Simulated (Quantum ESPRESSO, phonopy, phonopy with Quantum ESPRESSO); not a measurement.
# BAs (F-43m): a volume series of phonon spectra, part 8 of 8

Wanted: mode Grüneisen parameters of BAs and a free-energy fit over volumes.

Measurements to reproduce:
- volume expansion coefficient 11.55 1e-6/K near room temperature (given in “Basic Physical Properties of Cubic Boron Arsenide (three times its linear coefficient)”, 2019, arxiv:1911.11281)
- volume expansion coefficient 10.8 1e-6/K near room temperature (given in “Thermal expansion coefficients of high thermal conducting BAs and BP materials (three times its linear coefficient)”, 2019, arxiv:1906.04101)

Quantum ESPRESSO 7.5; DFT PBE, scalar-relativistic, plane waves, GBRV ultrasoft pseudopotentials.

So far. Step 21 (Self-consistent run, V/V0 0.97): The run ends at a pressure of 4.29 GPa. Step 22 (Zone-centre response): The Born charges sum to zero within 0.0036 e; the rest is removed before use. Acoustic frequencies in this log differ from zero by the error of the sum rule, which ph.x does not impose.

**24. Phonons, V/V0 0.97**

This step: DFT PBE, scalar-relativistic, plane waves, GBRV ultrasoft pseudopotentials (phonopy with Quantum ESPRESSO 4.10.0 / 7.5).

Wall time 14 min (8 threads of Arm Neoverse V1, shared host); 1.9 h of CPU time.

No mode is imaginary beyond numerical noise along the path. The highest zone-centre mode (no LO–TO term) moved by +3.1 % for a volume change of -3.0 %.

The time given is that of the 2 pw.x runs on displaced cells behind this step.

**25. Ground state at this cell, V/V0 1.05**

A tight ground state at this cell gives the energy of this member; its pressure is the stress at this cutoff, which can carry an offset from the finite basis.

This step: DFT PBE, scalar-relativistic, plane waves, GBRV ultrasoft pseudopotentials (Quantum ESPRESSO 7.5).

System of this step: BAs. The structure is cubic, space group F-43m (No. 216). Conventional cell: a = 4.898 Å, b = 4.898 Å, c = 4.898 Å, α = 90.00°, β = 90.00°, γ = 90.00°. B has 4 As at 2.12 Å nearest. Nearest to As lie 4 B at 2.12 Å. Farther neighbours are not listed.

Input file scf.in:

```
&CONTROL
  calculation = 'scf'
  prefix      = 'x'
  outdir      = './tmp'
  pseudo_dir  = './pseudo'
  tprnfor     = .true.
  tstress     = .true.
/
&SYSTEM
  ibrav       = 0
  nat         = 2
  ntyp        = 2
  ecutwfc     = 40.0
  ecutrho     = 240.0
  occupations = 'fixed'
  nbnd        = 6
/
&ELECTRONS
  conv_thr         = 1.0d-12
  mixing_beta      = 0.7
  electron_maxstep = 100
/
ATOMIC_SPECIES
 B      10.8100  B.upf
 As     74.9216  As.upf
CELL_PARAMETERS angstrom
     0.000000000    2.449220941    2.449220941
     2.449220941    0.000000000    2.449220941
     2.449220941    2.449220941    0.000000000
ATOMIC_POSITIONS crystal
 B      0.000000000   0.000000000   0.000000000
 As     0.250000000   0.250000000   0.250000000
K_POINTS automatic
 12 12 12 0 0 0
```

On the command line:

```bash
> OMP_NUM_THREADS=1 mpirun -n 8 pw.x -nk 8 -in scf.in > scf.out
```

What it wrote:

```text
[banner, memory and clock lines left out]
Program PWSCF v.7.5

     Message from routine setup:
     using ibrav=0 with symmetry is DISCOURAGED, use correct ibrav instead

     G-vector sticks info

     bravais-lattice index     =            0
     lattice parameter (alat)  =       6.5455  a.u.
     unit-cell volume          =     198.2944 (a.u.)^3
     number of atoms/cell      =            2
     number of atomic types    =            2
     number of electrons       =         8.00
[...]
atom    2 type  2   force =     0.00000000    0.00000000   -0.00000000

     Total force =     0.000000     Total SCF correction =     0.000000

     Computing stress (Cartesian axis) and pressure

          total   stress  (Ry/bohr**3)                   (kbar)     P=      -58.02
[...]
-0.00000000  -0.00039440   0.00000000           -0.00      -58.02        0.00
   0.00000000   0.00000000  -0.00039440            0.00        0.00      -58.02

     XML data file, charge density, pseudopotentials, collected wavefunctions
[key lines of the parts left out:]
!    total energy              =     -46.66527006 Ry
convergence has been achieved in  11 iterations
```

Elapsed: 2.7 s, on 8 MPI ranks; 21 s of CPU time.

The run ends at a pressure of -5.80 GPa.

**26. Born charges and dielectric tensor**

In a polar crystal the Born charges and ε∞ give the long-range dipole term that a finite supercell misses. They are those of this k-mesh and were not tested on a denser one; where the gap is small they converge slowly, and the LO modes with them.

Input file ph.in:

```
phonons
&INPUTPH
  prefix = 'x'
  outdir = './tmp'
  fildyn = 'x.dyn'
  tr2_ph = 1.0d-18
  epsil  = .true.
/
0.000000000 0.000000000 0.000000000
```

scf.in is that of step 25.

On the command line:

```bash
> OMP_NUM_THREADS=1 mpirun -n 8 ph.x -nk 8 -in ph.in > ph.out
```

What it wrote:

```text
[banner, memory and clock lines left out]
Program PHONON v.7.5

     ./tmp/x.save/

     IMPORTANT: XC functional enforced from input :
     Exchange-correlation= PBE
                           (   1   4   3   4   0   0   0)
     Any further DFT definition will be discarded
     Please, verify this is what you really want

     G-vector sticks info

     Reading collected, re-writing distributed wavefunctions in ./tmp/

     Number and degeneracy of irreps per q-point
       N         xq(1)         xq(2)         xq(3)   N irreps
[...]
freq (    1) =      -0.168456 [THz] =      -5.619074 [cm-1]
     freq (    2) =      -0.168456 [THz] =      -5.619074 [cm-1]
     freq (    3) =      -0.168456 [THz] =      -5.619074 [cm-1]
     freq (    4) =      19.394444 [THz] =     646.929010 [cm-1]
     freq (    5) =      19.394444 [THz] =     646.929010 [cm-1]
     freq (    6) =      19.394444 [THz] =     646.929010 [cm-1]
 **************************************************************************

     Mode symmetry, T_d (-43m)  point group:

     freq (   1-   3) =         -5.6  [cm-1]   --> T_2  G_15 P_4   I+R
     freq (   4-   6) =        646.9  [cm-1]   --> T_2  G_15 P_4   I+R
```

Wall time 29 s (8 MPI ranks).

The Born charges sum to zero within 0.0061 e; the rest is removed before use. Acoustic frequencies in this log differ from zero by the error of the sum rule, which ph.x does not impose.

**27. Forces on a displaced cell**

One atom (for the harmonic constants) or a pair of atoms (for the cubic ones) is moved by a few hundredths of an ångström; the forces on all atoms give a column of force constants. The threshold is tight because the forces are small.

System of this step: BAs. The cell holds 54 atoms: 27 B and 27 As. Cell: a = 10.391 Å, b = 10.391 Å, c = 10.391 Å, α = 60.0°, β = 60.0°, γ = 60.0°. It derives from BAs, repeated 3×3×3.

Input file disp-00001.in:

```
&CONTROL
  calculation = 'scf'
  prefix      = 'x'
  outdir      = './tmp'
  pseudo_dir  = './pseudo'
  tprnfor     = .true.
  disk_io     = 'none'
/
&SYSTEM
  ibrav       = 0
  nat         = 54
  ntyp        = 2
  ecutwfc     = 40.0
  ecutrho     = 240.0
  occupations = 'fixed'
  nbnd        = 110
/
&ELECTRONS
  conv_thr         = 1.0d-11
  mixing_beta      = 0.7
  electron_maxstep = 100
/
ATOMIC_SPECIES
 B      10.8100  B.upf
 As     74.9216  As.upf
CELL_PARAMETERS angstrom
     0.000000000    7.347662822    7.347662822
     7.347662822    0.000000000    7.347662822
     7.347662822    7.347662822    0.000000000
ATOMIC_POSITIONS crystal
 B      0.001924712   0.000000000   0.000000000
 B      0.333333333   0.000000000   0.000000000
 B      0.666666667   0.000000000   0.000000000
 B      0.000000000   0.333333333   0.000000000
 B      0.333333333   0.333333333   0.000000000
 B      0.666666667   0.333333333   0.000000000
 B      0.000000000   0.666666667   0.000000000
 B      0.333333333   0.666666667   0.000000000
 B      0.666666667   0.666666667   0.000000000
 B      0.000000000   0.000000000   0.333333333
 B      0.333333333   0.000000000   0.333333333
 B      0.666666667   0.000000000   0.333333333
 B      0.000000000   0.333333333   0.333333333
 B      0.333333333   0.333333333   0.333333333
 B      0.666666667   0.333333333   0.333333333
 B      0.000000000   0.666666667   0.333333333
 B      0.333333333   0.666666667   0.333333333
 B      0.666666667   0.666666667   0.333333333
 B      0.000000000   0.000000000   0.666666667
 B      0.333333333   0.000000000   0.666666667
 B      0.666666667   0.000000000   0.666666667
 B      0.000000000   0.333333333   0.666666667
 B      0.333333333   0.333333333   0.666666667
 B      0.666666667   0.333333333   0.666666667
 B      0.000000000   0.666666667   0.666666667
 B      0.333333333   0.666666667   0.666666667
 B      0.666666667   0.666666667   0.666666667
 As     0.083333333   0.083333333   0.083333333
 As     0.416666667   0.083333333   0.083333333
 As     0.750000000   0.083333333   0.083333333
 As     0.083333333   0.416666667   0.083333333
 As     0.416666667   0.416666667   0.083333333
 As     0.750000000   0.416666667   0.083333333
 As     0.083333333   0.750000000   0.083333333
 As     0.416666667   0.750000000   0.083333333
 As     0.750000000   0.750000000   0.083333333
 As     0.083333333   0.083333333   0.416666667
 As     0.416666667   0.083333333   0.416666667
 As     0.750000000   0.083333333   0.416666667
 As     0.083333333   0.416666667   0.416666667
 As     0.416666667   0.416666667   0.416666667
 As     0.750000000   0.416666667   0.416666667
 As     0.083333333   0.750000000   0.416666667
 As     0.416666667   0.750000000   0.416666667
 As     0.750000000   0.750000000   0.416666667
 As     0.083333333   0.083333333   0.750000000
 As     0.416666667   0.083333333   0.750000000
 As     0.750000000   0.083333333   0.750000000
 As     0.083333333   0.416666667   0.750000000
 As     0.416666667   0.416666667   0.750000000
 As     0.750000000   0.416666667   0.750000000
 As     0.083333333   0.750000000   0.750000000
 As     0.416666667   0.750000000   0.750000000
 As     0.750000000   0.750000000   0.750000000
K_POINTS automatic
 3 3 3 0 0 0
```

On the command line:

```bash
> OMP_NUM_THREADS=1 mpirun -n 4 pw.x -nk 4 -in disp-00001.in > disp-00001.out
```

What it wrote:

```text
[banner, memory and clock lines left out]
Program PWSCF v.7.5

     Message from routine setup:
     using ibrav=0 with symmetry is DISCOURAGED, use correct ibrav instead

     G-vector sticks info

     bravais-lattice index     =            0
     lattice parameter (alat)  =      19.6365  a.u.
     unit-cell volume          =    5353.9493 (a.u.)^3
     number of atoms/cell      =           54
     number of atomic types    =            2
     number of electrons       =       216.00
[...]
atom    1 type  1   force =    -0.00027259   -0.00775410   -0.00775410
     atom    2 type  1   force =     0.00020150    0.00023980    0.00023980
     atom    3 type  1   force =    -0.00014795    0.00021767    0.00021767
[...]
atom   53 type  2   force =     0.00006910   -0.00000269   -0.00000269
     atom   54 type  2   force =    -0.00000007   -0.00002331   -0.00002331

     Total force =     0.012873     Total SCF correction =     0.000001
     Message from routine punch:
     Nothing written, as per user request (disk_io='none')
[key lines of the parts left out:]
!    total energy              =   -1259.96017570 Ry
convergence has been achieved in  18 iterations
```

Wall time 16 min (4 MPI ranks).

**28. Lattice dynamics at this volume, V/V0 1.05**

This step: DFT PBE, scalar-relativistic, plane waves, GBRV ultrasoft pseudopotentials (phonopy with Quantum ESPRESSO 4.10.0 / 7.5).

It took 16 min on 8 threads.

No mode is imaginary beyond numerical noise along the path. The highest zone-centre mode (no LO–TO term) moved by -4.9 % for a volume change of +5.0 %.

The time given is that of the 2 pw.x runs on displaced cells behind this step.

**29. How the modes move with volume**

This step: DFT PBE, scalar-relativistic, plane waves, GBRV ultrasoft pseudopotentials (phonopy 4.10.0).

This step gave:

```
share of modes with a negative Grüneisen parameter : 0.009
```

Mean Grüneisen, by row:

| T (K) | heat-capacity-weighted mean | root mean square |
| --- | --- | --- |
| 50 | 0.349 | 0.458 |
| 100 | 0.485 | 0.607 |
| 200 | 0.683 | 0.813 |
| 300 | 0.791 | 0.911 |
| 500 | 0.863 | 0.971 |
| 800 | 0.889 | 0.993 |

Table of mean mode Grueneisen parameter by wavenumber:

| wavenumber (cm⁻¹) | mean mode Grueneisen parameter |
| --- | --- |
| 12 | - |
| 36 | 0.221 |
| 59 | 0.364 |
| 83 | 0.316 |
| 106 | 0.32 |
| 130 | 0.219 |
| 154 | 0.233 |
| 178 | 0.306 |
| 201 | 0.526 |
| 225 | 0.703 |
| 249 | 0.86 |
| 272 | 1.01 |
| 296 | 1.05 |
| 320 | 1.02 |
| 343 | - |
| 367 | - |
| 391 | - |
| 414 | - |
| 438 | - |
| 462 | - |
| 485 | - |
| 509 | - |
| 533 | - |
| 556 | - |
| 580 | - |
| 604 | 1.45 |
| 627 | 1.29 |
| 651 | 1.18 |
| 675 | 1.18 |
| 698 | 1.16 |

Volume series, by row:

| V/V0 | V (Å³/atom) | pressure (GPa) | E - E0 (meV/atom) | gap (eV) | zero-point energy (meV/atom) | lowest on the path (cm⁻¹) | highest at Gamma without the LO-TO term (cm⁻¹) |
| --- | --- | --- | --- | --- | --- | --- | --- |
| 0.97 | 13.57 | 4.29 | 5.625 | 1.185 | 82.2 | 0 | 701.4 |
| 0.985 | 13.78 | 2.067 | 1.407 | 1.201 | 80.85 | 0 | 690.7 |
| 1 | 13.99 | 0.01 | 0 | 1.217 | 79.52 | 0 | 680.3 |
| 1.015 | 14.2 | -1.893 | 1.188 | 1.232 | 78.22 | 0 | 670.2 |
| 1.03 | 14.41 | -3.658 | 4.798 | 1.246 | 76.81 | 0 | 660 |
| 1.05 | 14.69 | -5.802 | 13.02 | 1.265 | 75.16 | 0 | 647.2 |

The optical frequency at Gamma without the LO-TO term, mode 4 by V/V0:

| V/V0 | optical frequency at Gamma without the LO-TO term, mode 4 (cm⁻¹) |
| --- | --- |
| 0.9700 | 701 |
| 0.9850 | 691 |
| 1.0000 | 680 |
| 1.0150 | 670 |
| 1.0300 | 660 |
| 1.0500 | 647 |

Grüneisen at points, by row:

| point | branch | frequency (cm⁻¹) | mode Grüneisen parameter |
| --- | --- | --- | --- |
| Γ | 4 | 680.3 | 1.01 |
| Γ | 6 | 683 | 1.06 |
| X | 1 | 187.5 | 0.12 |
| X | 3 | 310.5 | 1.02 |
| X | 4 | 597.9 | 1.55 |
| X | 6 | 709.5 | 1.1 |
| U | 1 | 184.8 | 0.12 |
| U | 2 | 238.8 | 0.64 |
| U | 3 | 282.3 | 0.99 |
| U | 4 | 603.1 | 1.43 |
| U | 5 | 612.7 | 1.42 |
| U | 6 | 693.8 | 1.23 |
| K | 1 | 184.8 | 0.12 |
| K | 2 | 238.8 | 0.64 |
| K | 3 | 282.3 | 0.99 |
| K | 4 | 603.1 | 1.43 |
| K | 5 | 612.7 | 1.42 |
| K | 6 | 693.8 | 1.23 |
| L | 1 | 138.2 | -0.1 |
| L | 3 | 301 | 1.16 |
| L | 4 | 648.1 | 1.22 |
| L | 6 | 682.2 | 1.17 |
| W | 1 | 209.6 | 0.52 |
| W | 2 | 245.8 | 0.4 |
| W | 3 | 265.7 | 1.09 |
| W | 4 | 597.1 | 1.56 |
| W | 5 | 619.4 | 1.24 |
| W | 6 | 687 | 1.32 |

**30. Free-energy fit**

This step gave:

```
volume expansion coefficient at 300 K : 13.91 1e-6/K
isothermal bulk modulus at 300 K      : 126.6 GPa
C_P at 300 K                          : 17.51 J/mol-atom/K
Grüneisen parameter at 300 K          : 0.859
```

Energy (each curve on its own zero) against volume; values in meV/atom:

| volume (Å³/atom) | static | F at 0 K | F at 300 K | F at 900 K |
| --- | --- | --- | --- | --- |
| 13.573 | 5.62 | 9.04 | 9.79 | 14.4 |
| 13.783 | 1.41 | 3.46 | 3.94 | 6.81 |
| 13.992 | 0 | 0.72 | 0.93 | 2.03 |
| 14.202 | 1.19 | 0.62 | 0.53 | -0.14 |
| 14.412 | 4.8 | 2.82 | 2.35 | -0.4 |
| 14.692 | 13.0 | 9.38 | 8.5 | 3.33 |

Phonopy-qha, vinet fit of F(V) at each temperature; no electronic free energy. Qha vinet, by row:

| T (K) | fitted volume (Å³/atom) | alpha_V (1e-6/K) | B_T (GPa) | C_P (J/mol-atom/K) | Grueneisen |
| --- | --- | --- | --- | --- | --- |
| 100 | 14.11 | 3.47 | 128.3 | 6.604 | 0.5688 |
| 150 | 14.11 | 6.23 | 128 | 10.14 | 0.6692 |
| 200 | 14.12 | 9.1 | 127.6 | 13.09 | 0.7554 |
| 250 | 14.13 | 11.73 | 127.2 | 15.56 | 0.8174 |
| 300 | 14.14 | 13.91 | 126.6 | 17.51 | 0.8593 |
| 350 | 14.15 | 15.63 | 126.1 | 19.02 | 0.8875 |
| 400 | 14.16 | 16.99 | 125.6 | 20.17 | 0.9076 |
| 450 | 14.17 | 18.07 | 125 | 21.07 | 0.9224 |
| 500 | 14.18 | 18.93 | 124.5 | 21.77 | 0.9333 |
| 550 | 14.2 | 19.63 | 124 | 22.32 | 0.9418 |
| 600 | 14.21 | 20.22 | 123.5 | 22.77 | 0.9495 |
| 650 | 14.23 | 20.7 | 123 | 23.14 | 0.9548 |
| 700 | 14.24 | 21.11 | 122.5 | 23.44 | 0.9598 |
| 750 | 14.26 | 21.47 | 122.1 | 23.7 | 0.9641 |
| 800 | 14.27 | 21.76 | 121.7 | 23.92 | 0.9674 |
| 850 | 14.29 | 22.02 | 121.3 | 24.09 | 0.9705 |

Volume expansion coefficient, phonopy-qha, Vinet against temperature:

| temperature (K) | volume expansion coefficient, phonopy-qha, Vinet (1e-6/K) |
| --- | --- |
| 75 | 2.11 |
| 125 | 4.83 |
| 150 | 6.23 |
| 200 | 9.1 |
| 225 | 10.5 |
| 275 | 12.9 |
| 300 | 13.9 |
| 350 | 15.6 |
| 375 | 16.4 |
| 425 | 17.6 |
| 450 | 18.1 |
| 500 | 18.9 |
| 525 | 19.3 |
| 575 | 19.9 |
| 600 | 20.2 |
| 650 | 20.7 |
| 675 | 20.9 |
| 725 | 21.3 |
| 750 | 21.5 |
| 800 | 21.8 |
| 825 | 21.9 |
| 875 | 22.1 |

The fit gives a volume expansion of 13.9 × 10⁻⁶/K at 300 K.

**31. Outcome**

| Quantity | Value |
| --- | --- |
| volume expansion coefficient at 300 K | 13.91 1e-6/K |
| isothermal bulk modulus at 300 K | 126.6 GPa |
| C_P at 300 K | 17.51 J/mol-atom/K |
| Grüneisen parameter at 300 K | 0.859 |
| mean mode Grüneisen parameter at 300 K | 0.791 |

What this shows: Near room temperature BAs expands by 13.9 × 10⁻⁶/K in volume by PBE, with C_P = 17.5 J/(mol K) per mole of atoms and B_T = 127 GPa. C_P at room temperature is 70 % of the classical 3R an atom, so the stiffest modes are still partly frozen out. A measured volume expansion coefficient near room temperature is 11.55 1e-6/K (arxiv:1911.11281); the calculated 13.9 1e-6/K differs by +20 %. The heat-capacity-weighted Grüneisen parameter goes from 0.349 at 50 K to 0.889 at 800 K. Weighting γ by the density of states and each mode's heat capacity at 300 K, modes below 240 cm⁻¹ give about 23 % of the sum of γC that drives the expansion, those up to 480 cm⁻¹ 24 % and the rest 53 %. Among the labelled points γ is largest for branch 4 at W (597 cm⁻¹, 1.6) and most negative for branch 1 at L (138 cm⁻¹, -0.1). The supercell is 8.5 Å across at its narrowest and was not tested against a larger one: only its own wavevectors are exact, and acoustic branches between them, with the entropy at low temperature, can be off.

[Logs are printed without paths, hosts, clocks, repeated set-up lines and the standing remarks that a program may print on its own settings, such as how far it seeks lower states.]

[Hosts, paths, dates, database ids (printed as entryN), source tags and the programs' standing remarks are cut or masked in the printed files.]

[A step with changed settings may run another functional than the one named; its input shows which.]

[Of the runs on displaced cells, only some may be shown.]
